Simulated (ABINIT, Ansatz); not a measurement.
# Calculated records

## A GW chain in ABINIT: SiC (F-43m)

It takes space group F-43m (No. 216, cubic). Conventional cell: a = 4.358 Å, b = 4.358 Å, c = 4.358 Å, α = 90.00°, β = 90.00°, γ = 90.00°. Nearest to Si lie 4 C at 1.89 Å. Nearest to C lie 4 Si at 1.89 Å. Farther neighbours, and contacts between anions beyond the nearest, are not listed.

```xyz
2
Lattice="0.0000 2.1790 2.1790 2.1790 0.0000 2.1790 2.1790 2.1790 0.0000" Properties=species:S:1:pos:R:3 pbc="T T T"
Si    0.0000    0.0000    0.0000
C     1.0895    1.0895    1.0895
```

```
method               : RPA screening on PBE, plane waves, norm-conserving pseudopotentials (and 2 further levels or steps)
program              : ABINIT 10.8.3
settings             : cutoff 37 Ha, PseudoDojo scalar-relativistic 0.4.1 standard, norm-conserving, ngkpt (8, 8, 8), nband 117, ecuteps 8.8 Ha, inclvkb 2, shiftk (0, 0, 0), symchi 1, awtr 1, frequency ppm, 8×8×8 k-mesh
cost                 : 5 runs, 3.9 min in all on 8 MPI ranks of Intel Xeon Platinum 8259CL at 2.50GHz (Skylake/Cascade Lake), shared host
notes                : The program’s warnings: nkpt*nsppol () is not a multiple of nproc spkpt (). The cell and positions come from the Crystallography Open Database and are kept as given unless a step says otherwise.
PBE gap              : 1.36 eV, indirect
G0W0 gap on the mesh : 2.11 eV
GW settings          : 8×8×8 mesh, 117 bands, screening to 239.5 eV, Godby-Needs plasmon pole
known limits         : short of the basis limit
```

G0W0 moves the gap on the mesh from 1.36 eV to 2.11 eV (+0.74 eV), with Z of 0.79 and 0.82 at the edges. Local fields lower the RPA ε∞ on this mesh from 7.31 to 6.67.

[Long decimals in the printed logs are rounded to 6 places.]

[Logs are printed without paths, hosts, clocks, repeated set-up lines and the standing remarks that a program may print on its own settings, such as how far it seeks lower states.]

[Paths, hosts, dates, memory and timing lines, banners, echoed tables and standing remarks are left out of the program output; an Ansatz launch command may be rebuilt from the run's recorded settings. Measured values are a selection of at most five: reports struck by readers or far from the other reports are left out. None is set beside runs whose start may be inverted or whose files or cutoffs have a known fault.]

[Runs of the session that timed out or met a known fault of the program may be left out.]

[Hosts, paths, dates, database ids (printed as entryN), source tags and the programs' standing remarks are cut or masked in the printed files.]

[G0W0 gaps are taken among the corrected bands and points alone; a level outside them can change the order at an edge.]

[Where Ansatz stands beside ABINIT at settings called matched, ABINIT's density can come from a denser mesh and the files from another edition; pairs whose starting gaps differed by over 0.03 eV were left out, so agreement reads better than it is.]
